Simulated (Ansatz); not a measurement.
# Direct or indirect: CSeS (Cmc2_1)

```cif
data_structure
_symmetry_space_group_name_H-M 'Cmc2_1'
_symmetry_Int_Tables_number 36
_cell_length_a 7.2148
_cell_length_b 6.3327
_cell_length_c 10.1355
_cell_angle_alpha 90.000
_cell_angle_beta 90.000
_cell_angle_gamma 90.000
_cell_volume 463.08
loop_
_atom_site_label
_atom_site_type_symbol
_atom_site_symmetry_multiplicity
_atom_site_Wyckoff_symbol
_atom_site_fract_x
_atom_site_fract_y
_atom_site_fract_z
_atom_site_occupancy
Se1 Se 4 a 0.00000 0.42381 0.62647 1
S1 S 4 a 0.00000 0.09689 0.37722 1
C1 C 4 a 0.00000 0.74697 0.99631 1
```

Method: Ansatz, PBE, independent particles, without spin-orbit coupling, line width 0.1 eV (Gaussian). The band structure gives a fundamental gap of 2.94 eV. The spectrum of vertical transitions near the edge:

```csv
E (eV),"Im ε, E ∥ x","Im ε, E ∥ y","Im ε, E ∥ z"
2.46,0.00,0.00,0.00
2.58,0.00,0.00,0.00
2.70,0.00,0.00,0.00
2.82,0.01,0.00,0.21
2.94,0.10,0.00,3.05
3.06,0.32,0.04,12.69
3.18,0.43,0.55,26.83
3.30,0.51,4.68,33.91
3.42,0.66,23.64,23.02
3.54,0.82,40.92,14.48
3.66,0.66,23.74,13.79
3.78,0.50,8.69,13.29
3.90,0.22,1.94,8.94
4.02,0.09,0.27,5.64
4.14,0.04,0.02,3.32
```

(1) Is the gap direct or indirect, and about where do vertical transitions set in?

Results:

(1) Direct: the band path has its least direct gap at the fundamental one, 2.94 eV, and the curves rise from there. Lines are broadened by 0.1 eV, which spreads the edge.

Cells made by substitution are models, which may or may not match a known phase.

[Logs are printed without paths, hosts, clocks, repeated set-up lines and the standing remarks that a program may print on its own settings, such as how far it seeks lower states.]
